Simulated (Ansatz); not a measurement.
# Li on Ni(111): change of the work function, part 3 of 3

How does one ordered layer of Li (fcc site) change the work function of Ni(111), and what dipole does each adsorbate carry?

Ansatz 0.2.0; plane-wave DFT, PBE, Ansatz PAW.

So far, work function, upper face (eV): step 2 (the clean slab) 5.07.

## Step 3: The covered slab (continued)

Projected DOS per atom, spin up over height of the atomic layer and energy from the Fermi level. Layers: Ni4 Ni4 Ni4 Ni4 Li from below.

Ten even steps from '_' (0.00 states/eV) to '@' (2.12 states/eV), each cell a mean:
```
________..
________..
__________
______..__
__________
++++****__
@@##**@@__
##++++++__
##====##__
%%##**%%__
==++++==__
--------__
::====::__
..----..__
__::::____
__....____
__________
__________
__________
__________
__________
__________
```
Columns: height of the atomic layer (Å) from 9 to 17.1; rows upwards: energy from the Fermi level (eV) from -7.96 to 1.95.

Projected DOS per atom, spin down over height of the atomic layer and energy from the Fermi level. Layers: Ni4 Ni4 Ni4 Ni4 Li from below.

Ten even steps from '_' (0.00 states/eV) to '@' (1.87 states/eV), each cell a mean:
```
________..
________..
..........
--------__
@@%%##%%__
%%****%%__
**++++++__
@@####@@..
##****%%__
--======__
--======__
::====::__
..----::__
..::::..__
__....____
__________
__________
__________
__________
__________
__________
__________
```
Columns: height of the atomic layer (Å) from 9 to 17.1; rows upwards: energy from the Fermi level (eV) from -7.96 to 1.95.

Site moment by atom:

```
atom  site moment (μB)
 Ni1             0.700
 Ni2             0.712
 Ni3             0.688
 Ni4             0.563
 Ni5             0.700
 Ni6             0.711
 Ni7             0.688
 Ni8             0.563
 Ni9             0.700
Ni10             0.711
Ni11             0.688
Ni12             0.563
Ni13             0.700
Ni14             0.711
Ni15             0.672
Ni16             0.638
Li17            -0.014
```

Spin density in the ca plane at fractional y = 0.167, with atoms of Ni and Li within 0.2 Å of it.

Ten even steps from '0' (0.0 e/Å³) to '9' (2.1 e/Å³), each cell a mean:
```
00000000000000000000000000000000000000000000
00000000000000000000000000000000000000000000
00000000100000000000000000000000000000000000
00000002740000000000000000000000000000000000
00000002840000000000000000000000000000000000
00000000110000000000000000000000000000000000
00000000000000000000000000000000000000000000
00000000000000000000000000000000000000000000
00000000000000000000000000000000000000000000
00000001320000000000000000000000000000000000
00000002950000000000000000000000000000000000
00000001420000000000000000000000000000000000
00000000000000000000000000000000000000000000
```
Columns run along c (16.0 Å, from fractional 0.31 to 0.92 of the cell), rows up along a (5.0 Å). Atoms in or near the plane, at fractional coordinates: Ni at (0.42, 0.17), Ni at (0.42, 0.67), Li at (0.65, 0.17).

Electrostatic potential energy in the ca plane at fractional y = 0.167, with atoms of Ni and Li within 0.2 Å of it. With pseudopotentials it is smooth inside the atoms' cores, unlike the true potential.

Ten even steps from '0' (-39 eV) to '9' (7 eV), each cell a mean:
```
97436898889984368863589999999999999999999999
97547898788985468864589999999999999999999999
98878973126887789987899999999999999999999999
99999950002899999999999999999999999999999999
99999950002899999999999999999999999999999999
99878972015898889988899999999999999999999999
97547897678985578874689999999999999999999999
97436898889974368863589999999999999999999999
98667986458986679976789987889999999999999999
99889961004898899998999743689999999999999999
99999840002899999999999620478999999999999999
99889960003899899999999733589999999999999999
98668985347987689986789877889999999999999999
```
Columns run along c (16.0 Å, from fractional 0.31 to 0.92 of the cell; values clipped at the 3rd and 97th percentile), rows up along a (5.0 Å). Atoms in or near the plane, at fractional coordinates: Ni at (0.42, 0.17), Ni at (0.42, 0.67), Li at (0.65, 0.17).

Valence density in the ca plane at fractional y = 0.167, with atoms of Ni and Li within 0.2 Å of it. It is the smooth field of the valence electrons, not physical close to the nuclei.

Values in e/Å³, 7 rows by 16 columns, each cell a mean:
```
 1  1  0  0  1  1  1  1  0  0  0  0  0  0  0  0
 0  0  3  7  0  0  0  0  0  0  0  0  0  0  0  0
 0  0  6 16  0  0  0  0  0  0  0  0  0  0  0  0
 0  1  0  1  0  1  0  1  0  0  0  0  0  0  0  0
 0  1  1  1  0  1  0  1  0  0  0  0  0  0  0  0
 0  0  6 18  0  0  0  0  1  3  0  0  0  0  0  0
 0  0  2  5  0  0  0  0  0  1  0  0  0  0  0  0
```
Columns run along c (16.0 Å, from fractional 0.31 to 0.92 of the cell), rows up along a (5.0 Å). Atoms in or near the plane, at fractional coordinates: Ni at (0.42, 0.17), Ni at (0.42, 0.67), Li at (0.65, 0.17).

The relaxation took 4 steps and lowered the energy by 0.058 eV; the largest force on the free atoms ends at 0.0063 eV/Å.

By hand: a sheet of dipoles makes a step −p/(ε₀A) in the electron's potential. With e/ε₀ = 180.95 V·Å, p = 0.3576 e·Å and A = 21.46 Å², that is −180.95 × (0.3576) / 21.46 = -3.015 eV, and the two vacuum levels of the run differ by -3.015 eV.

The covered face has 2.06 eV, -3.01 eV against the clean one; the bare back face has moved by -0.01 eV, a measure of how thin the slab is.

## Step 4: Work function against coverage

This step: plane-wave DFT, PBE, Ansatz PAW; work function against coverage (Ansatz 0.2.0).

The runs are now put side by side.

This step gave:

```
work function of the clean face     : 5.072 eV
largest change of the work function : -3.015 eV
```

Table of work function of the covered face by coverage:

```
coverage (adsorbates/nm²)  work function of the covered face (eV)
                     0.00                                    5.07
                     4.66                                    2.06
```

The dipole per adsorbate comes from the change of the cell's dipole. Coverage, by row:

```
coverage (1/nm²)  coverage (ML)  work function (eV)  change (eV)  dipole per adsorbate, positive end outwards (debye)  mean height of the added atoms over the highest substrate atom (Å)
            4.66           0.25               2.057       -3.015                                                1.712                                                               1.915
```

## Step 5: Outcome

- work function of the clean face: 5.07 eV
- work function at 0.25 ML: 2.06 eV
- dipole per adsorbate at 0.25 ML, positive end outwards: 1.71 D

In words: Li lowers the work function of Ni(111) at the lowest coverage, by 3.01 eV: the adsorbate layer has its positive end outwards. One coverage alone was completed, so no trend follows. The slab has 4 layers, at the tabulated experimental lattice constant, one starting site was run, and quantum-size effects of a slab this thin can reach one or two tenths of an eV. The magnetic order is the one reached from the typed start; other orders were not compared.

[Long decimals in the printed logs are rounded to 6 places.]

[Logs are printed without paths, hosts, clocks, repeated set-up lines and the standing remarks that a program may print on its own settings, such as how far it seeks lower states.]

[Hosts, paths, dates, database ids (printed as entryN), source tags and the programs' standing remarks are cut or masked in the printed files.]

[Maps of the electrostatic potential energy from Ansatz leave out the sawtooth potential of an applied field or a dipole correction, so their vacuum need not be flat; planar profiles and work functions include it.]
